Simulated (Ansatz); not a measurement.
# Lattice dynamics of YHg (Pm-3m), part 2 of 2

Task: relax YHg (Pm-3m), then find its harmonic phonons.

Ansatz 0.2.0; DFT PBEsol, scalar-relativistic, plane waves, PAW; PAW set soft_1.

So far. Step 3 (Relaxing to small forces for the phonons): The forces vanish by symmetry and the pressure is -0.009 GPa, within the tolerances set. The cell now holds 24.63 Å³/atom. The relaxed cell has a = 3.666 Å (conventional setting).

### 4. Linear response at the zone centre

The zone centre comes first: it holds the modes that light can see, as far as symmetry allows. No field response is asked, since the mesh shows no gap.

Contents of input.yaml:

```yaml
crystal:
  lattice:
    - [3.6658637383, 0.0, 0.0]
    - [0.0, 3.6658637383, 0.0]
    - [0.0, 0.0, 3.6658637383]
  atoms:
    - { symbol: "Y", position: [0.5, 0.5, 0.5] }
    - { symbol: Hg, position: [0.0, 0.0, 0.0] }
kpoints:
  mp_grid: { grid: [12, 12, 12] }
hamiltonian:
  xc: pbesol
  pseudopotentials: { kind: paw, azcp: { folder: soft_1 }, xc_functional: pbe }
scf:
  occupations: { method: methfessel_paxton, width: 0.2 }
output:
  eigenvalues: true
phonons:
  method: dfpt
```

On the command line:

```
ansatz run input.yaml --threads 4 --pin off --max-ram 10240MiB --backend cpu --events-out ev --progress --plain --runs-dir out
```

Numbers of over 12 decimals in the logs are rounded to 6 here.

The log of the run:

```text
[...]
Crystal: 2 atoms, lattice volume = 49.264 Å³
Basis set: ecut = 420 eV, 949 PW (Γ), exchange–correlation on 50×50×50 points (8 copies of the dense FFT grid, shifted against one another)
Bands: 20, of which v1, the nominal top of the filled ones, is band 16 counted from 1 (15 counted from 0)
Symmetry: 48 space group operations
k-points: 196 of 1728 (irreducible under 8 space group operations, time reversal used)
[...]
SCF iter   1: F=—  HF=-17468.580256 eV  |F-HF|=—  |Δ(HF+E_count)|=         —  Δρ=1.03e-1  dr2=9.50e0  ethr=3.10e-3  ⟨swp⟩=4.1  Hψ=14870  notcnv=0
[...]
SCF iter  10: F=-17466.289282 eV  HF=-17466.289282 eV  |F-HF|=7.28e-12  |Δ(HF+E_count)|=  2.91e-11  S|Δr|=    0.00e0  Δρ=5.41e-8  dr2=1.17e-12  ethr=1.00e-12  ⟨swp⟩=6.1  Hψ=16842  notcnv=0
[...]
SCF 1 converged in 10 iterations: F = -17466.289282 eV  dr2 = 1.17e-12
[...]
DFPT response loops at Γ: preconditioner auto → Kerker (q_TF=auto, 2.526 Å⁻¹) (partly filled bands, converged f_vac=0.000); β = 1.00, the filter's whole step (`scf.mixing.beta` (0.50) is not read by the response loops under this deck's `scf.mixing.preconditioner`; to damp them name `kerker` or `kerker_dos`, under which they read `scf.mixing.beta`, and type it under 1.00, their step now; both keys bind the ground state too); Broyden in place of MSR1
SCF converged after 10 iterations
[...]
Free energy (F): -17466.289282 eV
[...]
Internal energy: -17466.287502 eV  (E = F + TS)
E sigma→0 (E₀):  -17466.288837 eV
Entropy (-TS):   -0.001780 eV (-0.890 meV/atom)
Fermi energy:    13.994332 eV
[...]
--- Band table (eV; the first three rows and the last of 196) ---
  k-point 0: bands = [... 12 lower, 6.8123, 6.8123, 14.2469, 14.2469, 17.8654, 17.8654, 17.8654, 18.4689]
  k-point 1: bands = [... 12 lower, 6.8044, 6.8167, 14.2144, 14.2292, 17.2312, 17.2312, 17.8466, 17.9941]
  k-point 2: bands = [... 12 lower, 6.7832, 6.8286, 13.9600, 14.1800, 16.4837, 16.4837, 17.3313, 17.7954]
  k-point 195: bands = [... 12 lower, 7.2462, 11.9504, 11.9504, 11.9504, 12.0971, 18.9637, 18.9637, 19.4646]
--- Phonons (Γ-DFPT): 2 representative perturbations + reference, on 196 of 1728 k-points (Σ response iterations 6) ---
  k mesh reduced under 8 symmetry operations, with k and −k counted as one. Each operation leaves every solved perturbation unchanged. A smaller set is not used because it would not reduce the number of displacements times k-points to solve
  ASR residual: 3.591e-5 → 0.000e0 eV/Å²; symmetrization residual: 2.144e-5 eV/Å²
  ASR residual per site (eV/Å²): 1.73e-5 3.59e-5
  Γ frequencies (cm⁻¹): 0.00 0.00 0.00 102.17 102.17 102.17
  non-analytic LO–TO correction: not included (Born effective charges unavailable; polar crystals: no LO–TO splitting at Γ)
```

The job ended after 15 s (4 threads of Arm Neoverse V1, shared host; peak memory 0.77 GiB; 56 s of CPU time).

This step gave:

| Quantity | Value |
| --- | --- |
| sum-rule residual before enforcement | 3.59e-5 eV/Å² |
| point group | m-3m |
| highest optical mode at the zone centre (no LO-TO term) | 102.2 cm⁻¹ |
| lowest optical zone-centre mode | 102.2 cm⁻¹ |

Patterns of degenerate modes are one choice out of their space. Modes at Γ, with each element's share of the kinetic energy:

```tsv
mode	frequency (cm⁻¹)	symmetry	Y %	Hg %
1	0.0	acoustic	31	69
2	0.0	acoustic	31	69
3	0.0	acoustic	31	69
4	102.2	T1u	69	31
5	102.2	T1u	69	31
6	102.2	T1u	69	31
```

Displacements in mode 6 (102.2 cm⁻¹), the largest set to 1:
```
Y1   0.00 -0.09  1.00
Hg2  0.00  0.04 -0.44
```

Before it was imposed, the acoustic sum rule was missed by 3.6e-5 eV/Å². Small misses are needed for a sound result but don't prove that mesh and cutoff are converged. The lowest optical mode is real, 102 cm⁻¹.

### 5. The dispersion

Stability and thermal properties need the whole zone. Linear response on a 4×4×4 q mesh gives force constants as far as a supercell of that size would.

input.yaml: that of step 4 with these lines changed.

```diff
@@ -19 +19,8 @@
   method: dfpt
+  qmesh: [4, 4, 4]
+  temperatures: { t_max: 1000, t_step: 50 }
+  qpath:
+    path:
+      - [[0.0, 0.0, 0.0], [0.0, 0.5, 0.0], [0.5, 0.5, 0.0], [0.0, 0.0, 0.0], [0.5, 0.5, 0.5], [0.0, 0.5, 0.0]]
+      - [[0.5, 0.5, 0.5], [0.5, 0.5, 0.0]]
+    npoints: 10
```

The log of the run:

```text
[...]
Crystal: 2 atoms, lattice volume = 49.264 Å³
Basis set: ecut = 420 eV, 949 PW (Γ), exchange–correlation on 50×50×50 points (8 copies of the dense FFT grid, shifted against one another)
Bands: 20, of which v1, the nominal top of the filled ones, is band 16 counted from 1 (15 counted from 0)
Symmetry: 48 space group operations
k-points: 84 of 1728
[...]
SCF iter   1: F=—  HF=-17468.580282 eV  |F-HF|=—  |Δ(HF+E_count)|=         —  Δρ=1.03e-1  dr2=9.50e0  ethr=3.10e-3  ⟨swp⟩=4.1  Hψ=6368  notcnv=0
[...]
SCF iter  10: F=-17466.289282 eV  HF=-17466.289282 eV  |F-HF|=3.64e-12  |Δ(HF+E_count)|=  2.91e-11  S|Δr|=    0.00e0  Δρ=5.38e-8  dr2=1.15e-12  ethr=1.00e-12  ⟨swp⟩=6.0  Hψ=7217  notcnv=0
[...]
SCF 1 converged in 10 iterations: F = -17466.289282 eV  dr2 = 1.15e-12
[...]
phonons: the bands overlap, so this run is a metal and interpolates without the dipole-dipole term. If the crystal is really an insulator or semiconductor, its LO-TO splitting is missing
NSCF: frozen V_eff on 84 k-points
[...]
DFPT response loops at q = (0, 0, 0) (fractional): preconditioner auto → Kerker (q_TF=auto, 2.526 Å⁻¹) (partly filled bands, converged f_vac=0.000); β = 1.00, the filter's whole step (`scf.mixing.beta` (0.50) is not read by the response loops under this deck's `scf.mixing.preconditioner`; to damp them name `kerker` or `kerker_dos`, under which they read `scf.mixing.beta`, and type it under 1.00, their step now; both keys bind the ground state too); Broyden in place of MSR1
[...]
SCF converged after 10 iterations
[...]
Free energy (F): -17466.289282 eV
[...]
Internal energy: -17466.287502 eV  (E = F + TS)
E sigma→0 (E₀):  -17466.288837 eV
Entropy (-TS):   -0.001780 eV (-0.890 meV/atom)
Fermi energy:    13.994332 eV
[...]
--- Band table (eV; the first three rows and the last of 84) ---
  k-point 0: bands = [... 12 lower, 6.8123, 6.8123, 14.2469, 14.2469, 17.8654, 17.8654, 17.8654, 18.4689]
  k-point 1: bands = [... 12 lower, 6.8044, 6.8167, 14.2144, 14.2292, 17.2312, 17.2312, 17.8466, 17.9941]
  k-point 2: bands = [... 12 lower, 6.7832, 6.8286, 13.9600, 14.1800, 16.4837, 16.4837, 17.3313, 17.7954]
  k-point 83: bands = [... 12 lower, 7.2462, 11.9504, 11.9504, 11.9504, 12.0971, 18.9637, 18.9637, 19.4646]
--- Phonons (Γ-DFPT): 2 representative perturbations + reference (Σ response iterations 6) ---
  ASR residual: 3.055e-5 → 0.000e0 eV/Å²; symmetrization residual: 2.371e-5 eV/Å²
  ASR residual per site (eV/Å²): 1.70e-5 3.06e-5
  Γ frequencies (cm⁻¹): 0.00 0.00 0.00 102.17 102.17 102.17
--- Phonons (arbitrary-q DFPT): 10 irreducible q on the 4×4×4 mesh ---
  q = [0.0000, 0.0000, 0.0000] (star 1, of the zone-centre solve; hermiticity 2.01e-5, symmetrization 5.35e-12): -0.00 -0.00 0.00 102.17 102.17 102.17
  q = [0.0000, 0.0000, 0.2500] (star 6, 4 solved perturbations in 1848 linear systems a pass and spin channel, the states on 588 of 1728 k-point pairs; hermiticity 1.42e-5, symmetrization 1.28e-12): 38.94 38.94 56.35 97.32 97.32 125.63
[...]
q = [0.0000, 0.2500, -0.5000] (star 12, 6 solved perturbations on 588 of 1728 k-point pairs; hermiticity 9.24e-6, symmetrization 9.38e-14): 41.62 49.27 56.42 80.24 126.55 147.77
[...]
sum rule: each row above includes the acoustic sum rule's correction from the zone centre's row sums; it moved no ω² by more than (0.23 cm⁻¹)²
  mesh force constants: q→R imaginary residual 2.98e-18; ASR residual 3.055e-5 → 0.000e0 eV/Å²; symmetrization residual 2.220e-15 eV/Å²
  interpolated dispersion: 62 rows × 6 modes
  density of states and harmonic sums: on the 20×20×20 q-mesh, interpolated from the force constants of a 4×4×4 supercell (no non-analytic term)
  largest difference from the sums on the solved wave vectors: F 1.41e-2 eV, S 1.81e-5 and C_V 4.01e-6 eV/K
  zero-point energy: 0.031108 eV/cell   skipped modes (ω ≤ 0): 3   left out of the sums: 6.25e-5 of the cell's modes: C_V's classical limit lies that fraction below 3 k_B per atom; for a crystal, a wire or a layer, F and S can be off by more, and a phonons.interpolated_qmesh denser along its periods is the remedy for the sampling
```

It took 7.6 min on 4 threads; peak memory 2.3 GiB.

Numbers from this step:

```yaml
sum_rule_residual_before_enforcement: 3.06e-5 eV/Å²
lowest_frequency_on_the_path: 0 cm⁻¹
highest_frequency_on_the_path_or_at_a_solved_wavevector: 154.1 cm⁻¹
mean_frequency: 83.6 cm⁻¹
debye_temperature_second_moment: 172 K
logarithmic_mean_frequency: 73.4 cm⁻¹
lowest_mode_on_the_q_mesh_acoustic_modes_at_gamma_apart: 26.65 cm⁻¹
zero_point_energy_per_atom: 15.55 meV
heat_capacity_at_300_k: 24.54 J/(mol atoms K)
vibrational_entropy_at_300_k: 51.18 J/(mol atoms K)
```

Frequencies (cm⁻¹) solved at each irreducible wavevector; negative means imaginary. Frequencies by wavevector, by row:

```tsv
q in reciprocal lattice units	star	mode 1	mode 2	mode 3	mode 4	mode 5	mode 6
0 0 0	1	0	0	0	102.2	102.2	102.2
0 0 0.25	6	38.9	38.9	56.4	97.3	97.3	125.6
0 0 -0.5	3	57.5	57.5	63	96.2	96.2	154.1
0 0.25 0.25	12	32.5	46.7	62.5	89.8	125.5	127.8
0 0.25 -0.5	12	41.6	49.3	56.4	80.2	126.5	147.8
0 -0.5 -0.5	3	26.7	26.7	55.5	60	151.1	151.1
0.25 0.25 0.25	8	48.5	48.5	52.9	118.6	123.6	123.6
0.25 0.25 -0.5	12	26.6	48.7	60.3	118.8	121.4	145.2
0.25 -0.5 -0.5	6	42.1	42.1	60.2	111.2	142.2	142.2
-0.5 -0.5 -0.5	1	54.9	54.9	54.9	138.7	138.7	138.7
```

Interpolated from a 4×4×4 q mesh. The phonon branches at the labelled points (cm⁻¹):

```tsv
point	branch 1	branch 2	branch 3	branch 4	branch 5	branch 6
Γ	0	0	0	102	102	102
halfway	39	39	56	97	97	126
X	58	58	63	96	96	154
halfway	42	49	56	80	126	148
M	27	27	56	60	151	151
halfway	32	47	62	90	126	128
Γ	0	0	0	102	102	102
halfway	48	48	53	119	124	124
R	55	55	55	139	139	139
halfway	27	49	60	119	121	145
X	58	58	63	96	96	154
jump to R	55	55	55	139	139	139
halfway	42	42	60	111	142	142
M	27	27	56	60	151	151
```

The phonon branches as a text plot (rows in cm⁻¹):

```
    151 |      **********                             ****     **
    144 |     *      **  *                         ***       **
    138 |                 *                 *******       ***
    132 |    *      *      **            ****    **        *
    125 |   *                *          ***        *
    119 |          *          *        **           *       *
    112 |  *      *            *     ***             *       *
    106 |**                    *** ****               *
    100 |*****   *             ******                  **
     93 |     *****           *                          *
     87 |          *       ***                                *
     80 |
     74 |           *     *                                    *
     67 |            **  *
     61 |    *****     **  ****      ***          ******** **** *
     55 |   *  ************    *        **********    *****    **
     48 |    **    *      ****      *   *   *    *****     **
     42 |  **       *    *    * *      * ***      *   *      *
     35 |           ***    ***       **            *          *
     29 | *          ******   **   *                **         **
     22 |  *                   ***  *
     16 |**                     *
     10 |*                       * *
      3 |                         *
         Γ      X      M          Γ            R        X|R     M
```

Tetrahedra on a 20×20×20 mesh, mean over bins of 2 cm-1. Interpolated from a 4×4×4 q mesh. Phonon density of states against wavenumber; read off at these points:

```tsv
wavenumber (cm⁻¹)	phonon density of states (1/cm⁻¹/cell)
1.0	1.0e-5
7.0	5.2e-4
11.0	0.00125
17.0	0.00286
23.0	0.00562
27.0	0.0170
33.0	0.0675
37.0	0.0802
39.0	0.0699
43.0	0.0615
49.0	0.0951
55.0	0.119
57.0	0.171
59.0	0.156
65.0	0.00231
71.0	0.00429
75.0	0.00598
81.0	0.00938
85.0	0.0129
91.0	0.0224
97.0	0.0550
101.0	0.0530
107.0	0.0363
113.0	0.0339
117.0	0.0357
123.0	0.0376
129.0	0.0415
133.0	0.0472
139.0	0.0752
145.0	0.0745
149.0	0.0357
155.0	0
```

The partial phonon density of states has structure finer than the step of the table below, so its rows give means over 5 cm⁻¹, whole bins alone (the curve runs from -10 to 168 cm⁻¹). Peaks (cm⁻¹: height): Hg 57.2: 0.138; Y 35.9: 0.0121, 98.6: 0.0457, 117.7: 0.0466, 127.7: 0.0524, 137.8: 0.0701.

Phonopy on the run's constants, 15x15x15 mesh, Gaussian sigma 2.0 cm-1. Interpolated from a 4×4×4 q mesh. The partial phonon density of states by wavenumber; means over each step; values in 1/cm⁻¹/cell:

```tsv
wavenumber (cm⁻¹)	Hg	Y
-5	1.3e-5	4.3e-6
0	9.4e-5	4.3e-5
5	1.6e-4	7.1e-5
10	9.0e-4	3.9e-4
15	0.00164	6.8e-4
20	0.00343	0.00133
25	0.0118	0.00290
30	0.0397	0.00801
35	0.0597	0.0112
40	0.0565	0.00929
45	0.0607	0.00777
50	0.0779	0.00713
55	0.116	0.00472
60	0.100	0.00225
65	0.0160	0.00235
70	2.7e-4	0.00447
75	3.1e-4	0.00546
80	5.6e-4	0.00801
85	0.00106	0.0130
90	0.00215	0.0198
95	0.00498	0.0350
100	0.00746	0.0426
105	0.00556	0.0380
110	0.00428	0.0287
115	0.00350	0.0333
120	0.00384	0.0323
125	0.00282	0.0325
130	0.00368	0.0419
135	0.00333	0.0475
140	0.00454	0.0641
145	0.00488	0.0633
150	0.00202	0.0290
155	1.0e-4	0.00272
160	0	3.2e-5
165	0	0
```

Second derivatives of the energy by pair, one row for each kind of neighbour of each atom listed. Each entry sums the pair over the periodic images of the supercell that the q mesh stands for, and in a polar crystal it holds the long-range dipole part too. Force constants by pair, by row:

```tsv
atom	neighbour	distance (Å)	third of the trace (eV/Å²)	along the pair's line (eV/Å²)
Y1	itself	0	4.501	–
Y1	Hg	3.175	-0.2945	-1.106
Y1	Y	3.666	-0.272	-1.064
Y1	Y	5.184	-0.0216	0.0077
Y1	Hg	6.079	5.00e-4	0.0077
Y1	Y	6.349	-0.0521	-0.1532
Y1	Y	7.332	0.0112	-0.0498
Hg2	itself	0	2.549	–
Hg2	Y	3.175	-0.2945	-1.106
Hg2	Hg	3.666	0.0373	0.0203
Hg2	Hg	5.184	-0.0023	-0.0112
Hg2	Y	6.079	5.00e-4	0.0077
Hg2	Hg	6.349	-0.0075	-0.0189
Hg2	Hg	7.332	-0.051	-0.1953
```

Harmonic thermodynamic functions per atom, from the density of states. Interpolated from a 4×4×4 q mesh. Thermodynamic functions, by row:

```tsv
T (K)	F_vib (meV/atom)	S (J/mol-atom/K)	C_V (J/mol-atom/K)
0	15.55	0	0
50	13.19	12.07	15.79
100	3.29	25.3	21.73
200	-32.06	41.32	24.05
300	-80.32	51.18	24.54
400	-137.2	58.27	24.71
500	-200.6	63.8	24.8
600	-269.1	68.32	24.84
700	-341.9	72.15	24.87
800	-418.5	75.47	24.88
900	-498.3	78.4	24.9
1000	-580.9	81.03	24.91
```

Harmonic mean-square displacement, third of the trace. Interpolated from a 4×4×4 q mesh. Mean square displacements, by row:

```tsv
T (K)	Y1 U_eq (Å²)	Hg2 U_eq (Å²)
0	0.00196	0.00178
100	0.00435	0.00615
300	0.0119	0.01791
600	0.02358	0.03572
```

Symmetry leaves 10 wavevectors to solve. The lowest mode among them, the acoustic zeros apart, lies at q = (0.25, 0.25, -0.5) and is real, 26.6 cm⁻¹.

### 6. Outcome

| Property | Result |
| --- | --- |
| space group after relaxation (within 0.01 Å) | Pm-3m |
| volume per atom | 24.6 Å³ |
| electronic character | no gap on this mesh |
| highest optical mode at the zone centre (no LO-TO term) | 102 cm⁻¹ |
| lowest optical zone-centre mode | 102 cm⁻¹ |
| lowest mode on the q mesh (acoustic modes at Γ apart) | 26.6 cm⁻¹ |
| highest frequency on the path or at a solved wavevector | 154 cm⁻¹ |
| zero-point energy per atom | 15.6 meV |
| heat capacity at 300 K | 24.5 J/(mol atoms K) |
| vibrational entropy at 300 K | 51.2 J/(mol atoms K) |
| Debye temperature (second moment) | 172 K |
| imaginary modes on the 4×4×4 q mesh | none |

In words: The structure is a minimum as far as tested: no mode is imaginary at the 10 irreducible wavevectors of the 4×4×4 mesh, and the softest away from the acoustic zeros lies at 27 cm⁻¹. The optical modes at Γ form one degenerate level at 102 cm⁻¹. The highest mode in this list at Γ, 102.2 cm⁻¹, has its largest share on Y (69 % of the kinetic energy). With no gap, or one that is small against the smearing, the frequencies hang on the k mesh and the smearing, most of all near Kohn anomalies. The phonon runs are without spin polarisation, although the cell has an odd electron count. Spin-orbit coupling is left out, which can matter for the heavy elements here. The PAW files were made for PBE and serve the other functionals too. These are harmonic frequencies at zero temperature: anharmonic shifts, linewidths and thermal expansion are left out.

[Logs are printed without paths, hosts, clocks, repeated set-up lines and the standing remarks that a program may print on its own settings, such as how far it seeks lower states.]

[Hosts, paths, dates, database ids (printed as entryN), source tags and the programs' standing remarks are cut or masked in the printed files.]
